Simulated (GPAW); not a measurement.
Consider MoRh (P-6m2).

```
Rh Mo
1.0
     2.79543    0.00000    0.00000
    -1.39772    2.42092    0.00000
     0.00000    0.00000    4.43737
Rh Mo
1 1
Direct
  0.33333 0.66667 0.00000
  0.00000 0.00000 0.50000
```

Absorber: atom 2, with 6 Rh at 2.74 Å and 6 Mo at 2.80 Å (anticuboctahedral, as in hcp, site symmetry -6m2). Method: GPAW, LDA, excited-electron core hole (neutral cell), 16-atom cell with 6.6 Å between holes, 4×4×4 k points, dipole transitions, Gaussian full width 1.78 eV up to 4 eV, rising linearly to 3.5 eV at 25 eV.

Question: Where do the maxima of the Mo L₃ edge fall?

Main maxima up to 30 eV above the zero (height): 1.4 eV (3.54), 15.2 eV (0.83) and 27.4 eV (0.62). At an L edge the dipole rule selects empty d (and weakly s) states on the absorber, and the strong line at the onset measures the empty part of its d band. 

The Mo L₃ spectrum (energy from the lowest empty level; intensity scaled to a mean of 1 over the first 20 eV; polarised curves are means over the symmetry-equivalent atoms):

```
E (eV)  isotropic  ε ⊥ c  ε ∥ c
  -2.0       0.01   0.01   0.01
  -1.0       0.30   0.29   0.30
   0.0       1.65   1.61   1.75
   1.0       3.29   3.07   3.74
   2.0       3.26   3.07   3.65
   3.0       1.88   2.02   1.62
   4.0       1.12   1.32   0.71
   5.0       0.76   0.84   0.59
   6.0       0.54   0.55   0.52
   7.0       0.43   0.41   0.46
   8.0       0.32   0.30   0.36
   9.0       0.37   0.34   0.41
  10.0       0.58   0.55   0.62
  11.0       0.70   0.69   0.73
  12.0       0.68   0.67   0.71
  13.0       0.65   0.64   0.67
  14.0       0.73   0.73   0.73
  15.0       0.83   0.84   0.80
  16.0       0.80   0.82   0.74
  17.0       0.71   0.72   0.67
  18.0       0.62   0.62   0.62
  19.0       0.53   0.54   0.53
  20.0       0.47   0.47   0.46
  21.0       0.44   0.44   0.44
  22.0       0.45   0.44   0.46
  23.0       0.47   0.46   0.50
  24.0       0.52   0.51   0.54
  25.0       0.57   0.56   0.58
  26.0       0.60   0.61   0.59
  27.0       0.62   0.63   0.59
  28.0       0.62   0.63   0.58
  29.0       0.59   0.59   0.57
  30.0       0.53   0.52   0.53
  31.0       0.46   0.45   0.48
  32.0       0.42   0.41   0.43
```

Only the L₃ part is meant: spin–orbit coupling of the core level isn't computed and the L₂ copy isn't added. The script folds with a Gaussian, whereas the core hole's own line is a Lorentzian, so the onset is too steep and the first peak too high. The structure is a computed Materials Project entry and may be a hypothetical form.

[Banner, clock and machine lines of the logs are left out without a mark of their own.]

[Logs are printed without paths, hosts, clocks, repeated set-up lines and the standing remarks that a program may print on its own settings, such as how far it seeks lower states.]

[Hosts, paths, dates, database ids (printed as entryN), source tags and the programs' standing remarks are cut or masked in the printed files.]

[Lists of maxima count a maximum above −3 eV only where it reaches 4 % of the highest in the window and stands out from its surroundings by 2 % of it (1.5 % where it reaches 55 %); shoulders and weaker maxima are passed over, and of the rest the first, up to two pre-edge ones and the few strongest are named.]
